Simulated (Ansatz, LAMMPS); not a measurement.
## Atom list for Liquid Al9Ni at 1795 K (100 atoms)

100 atoms (90 Al, 10 Ni) placed at random at 2.65 g/cm³, melted at 2295 K for 20 ps at fixed volume with the EAM Ni-Al-H potential (Angelo, Moody and Baskes, Modell. Simul. Mater. Sci. Eng. 3, 289 (1995)). Snapshot at the end of a hold of 20 ps at 1795 K and fixed volume.

Calculated values (Ansatz 0.2.0, Kohn-Sham DFT, PBE, PAW (set soft_2), plane waves; cutoff 420 eV, k-mesh 2×2×2, cold smearing of 0.15 eV, spin polarised, started with 10 parallel moments, ending at 0.0 μB in the cell; density 2.65 g/cm³) for the geometry as built.

Extended XYZ; positions in Å, forces in eV/Å:

```xyz
100
Lattice="12.363 0.000 0.000 0.000 12.363 0.000 0.000 0.000 12.363" Properties=species:S:1:pos:R:3:forces:R:3 pbc="T T T"
Al 3.698 9.592 0.008 -1.377 -0.346 -0.354
Al 1.632 5.723 1.905 2.936 0.414 0.432
Al 0.507 3.836 10.889 -0.294 0.030 1.150
Al 11.550 3.048 7.172 -0.188 -0.935 -0.436
Al 4.841 3.882 5.871 -0.703 -0.152 0.404
Al 9.685 1.923 10.111 0.007 0.210 0.020
Al 2.569 5.215 6.877 1.234 0.258 -0.542
Al 10.932 6.242 10.891 1.019 0.928 0.499
Al 0.856 0.188 2.735 -0.306 -0.042 -0.192
Al 12.227 10.607 9.645 0.496 -0.253 0.970
Al 10.601 5.162 6.158 0.142 0.547 -0.331
Al 8.340 1.364 5.613 1.822 0.772 -1.951
Al 7.249 10.382 9.081 0.499 -1.201 -0.028
Al 7.844 10.540 12.352 0.242 -0.554 0.141
Al 1.747 9.868 7.028 0.477 0.889 0.795
Al 3.915 5.983 4.080 -0.707 -0.253 -0.350
Al 4.241 4.023 9.117 -0.216 -0.408 -0.281
Al 1.145 9.953 4.374 -0.120 1.024 0.103
Al 7.235 1.944 3.217 0.208 -0.399 -1.023
Al 0.741 4.512 5.248 -0.215 -0.494 -0.749
Al 0.218 2.165 0.563 0.799 1.781 0.644
Al 2.628 0.508 4.694 -1.184 -0.530 0.105
Al 7.482 5.613 9.996 -0.137 -0.562 -1.805
Al 5.650 6.860 5.869 0.322 1.047 -1.378
Al 9.818 0.006 11.978 -0.753 0.671 -0.038
Al 10.449 3.628 12.117 0.892 -0.090 -1.359
Al 8.653 5.883 12.057 0.618 0.059 1.214
Al 10.749 2.990 4.102 -0.234 1.041 0.982
Al 3.631 10.598 9.472 -0.648 0.086 -0.518
Al 7.243 2.075 0.167 -0.161 -0.476 0.190
Al 7.907 8.046 8.092 -2.063 -0.094 -0.016
Al 9.917 9.015 10.258 -0.130 0.219 0.310
Al 9.692 11.748 9.120 -0.338 0.015 0.153
Al 4.626 5.777 1.255 -0.441 -0.552 0.507
Al 1.846 8.114 9.663 1.100 0.535 -1.037
Al 10.195 7.511 7.895 1.777 -0.517 -0.222
Al 1.666 7.554 3.777 -0.254 -0.913 -0.547
Al 3.750 0.742 2.491 -0.225 0.252 -1.829
Al 8.724 5.511 3.189 0.442 1.318 1.408
Al 5.504 11.159 2.199 -0.087 -0.242 -0.554
Al 0.168 1.293 8.930 -0.283 -0.394 0.495
Al 1.768 6.188 11.860 0.706 -1.018 -1.428
Al 11.306 7.352 4.618 1.433 -1.202 0.819
Al 3.768 7.575 7.784 -0.183 0.205 -0.118
Al 4.174 3.574 2.315 -0.734 -1.102 0.847
Al 2.595 1.010 10.102 -0.248 -0.544 -0.893
Al 11.190 0.373 5.366 0.358 0.821 -0.150
Al 6.648 2.822 10.127 -0.162 0.210 -0.069
Al 1.597 1.740 6.666 0.072 0.890 0.932
Al 1.245 4.123 8.623 0.375 -0.989 -0.223
Al 1.215 7.502 6.267 -0.072 -0.283 -0.559
Al 4.241 6.610 10.098 -0.589 -0.737 0.099
Al 5.494 11.230 11.435 0.347 2.082 0.319
Al 4.479 1.297 8.099 2.455 4.180 1.892
Al 0.696 8.382 11.734 -1.968 1.380 0.871
Al 10.776 11.105 3.346 0.699 0.855 -0.102
Al 4.233 10.645 4.858 -1.159 0.872 -0.772
Al 8.439 2.479 7.841 0.696 0.076 0.935
Al 6.949 4.241 4.457 -0.542 0.216 -0.310
Al 5.330 9.554 6.805 0.814 -0.001 0.608
Al 10.763 10.216 0.651 0.222 -1.015 0.074
Al 6.673 0.084 6.648 -1.769 -1.493 0.071
Al 1.430 3.179 2.730 -0.222 -0.275 -0.053
Al 8.460 7.532 1.672 0.179 -1.485 -1.869
Al 5.927 5.602 7.916 -1.053 0.149 1.189
Al 8.936 3.911 1.545 -0.878 -1.713 0.208
Al 0.062 12.341 12.128 0.620 -2.280 -0.833
Al 5.217 8.227 1.462 2.378 -0.174 0.103
Al 1.089 9.742 1.512 -0.545 0.735 0.170
Al 6.077 6.690 11.826 0.854 0.181 0.458
Al 3.325 12.184 7.100 -2.240 -4.260 -1.610
Al 10.240 4.687 9.048 -0.441 -0.643 -0.674
Al 6.593 0.304 9.163 0.217 1.373 1.288
Al 2.976 12.058 12.273 -0.654 -0.278 0.931
Al 10.019 8.785 3.234 -0.395 0.230 -0.447
Al 7.580 9.393 2.664 -1.509 1.660 0.925
Al 11.605 7.206 1.662 -0.415 3.622 -1.352
Al 3.325 9.162 2.550 -0.277 0.725 1.818
Al 8.057 9.375 5.477 -2.028 -1.599 -0.979
Al 5.506 8.963 10.546 0.439 -1.396 -0.638
Al 8.374 11.890 2.425 -0.160 0.801 -0.100
Al 3.207 3.111 11.369 -0.066 1.149 0.993
Al 11.434 10.957 7.274 1.817 -0.420 0.234
Al 0.279 6.543 8.324 -0.810 -0.575 0.725
Al 11.813 5.116 2.335 -2.240 -4.298 1.755
Al 8.719 6.942 5.389 -0.104 0.259 -0.377
Al 10.569 1.449 2.172 -0.450 -0.973 -0.721
Al 9.293 11.123 6.248 -0.183 2.198 0.317
Al 5.077 1.396 4.583 0.312 0.208 0.913
Al 8.092 5.019 6.894 0.302 -0.891 0.608
Ni 5.699 8.899 4.115 -1.124 0.005 0.676
Ni 2.863 2.955 4.650 0.564 0.593 0.205
Ni 6.530 10.957 4.306 1.459 2.177 0.810
Ni 6.189 3.108 7.799 -0.568 0.439 -0.237
Ni 3.396 8.366 5.586 0.147 0.010 -0.806
Ni 4.575 1.218 11.690 0.931 0.404 -0.291
Ni 6.377 3.701 1.642 1.160 0.477 0.905
Ni 0.519 1.949 4.668 -0.261 0.040 -0.506
Ni 5.479 4.162 11.864 -0.433 -0.089 -0.736
Ni 5.977 6.873 3.383 0.951 -2.179 -0.828
```

In the spin-polarised runs the search for a state of lower energy was switched off. The force components of 1.0 eV/Å r.m.s. hold both thermal displacement and the mismatch between the potential that made the cell and DFT. The network of bonds at the start is that of the classical potential that made the cell, and needn't be the one that DFT or experiment would give. The run was spin polarised, started with 10 parallel moments, ending at 0.0 μB in the cell; the starting moments vanished. The moments were started parallel, whereas the real liquid is a paramagnet at this temperature.

The r.m.s. force component is 1.01 eV/Å; the longest force, 5.20 eV/Å, acts on Al54.

[Logs are printed without paths, hosts, clocks, repeated set-up lines and the standing remarks that a program may print on its own settings, such as how far it seeks lower states.]

[Hosts, paths, dates, database ids (printed as entryN), source tags and the programs' standing remarks are cut or masked in the printed files.]
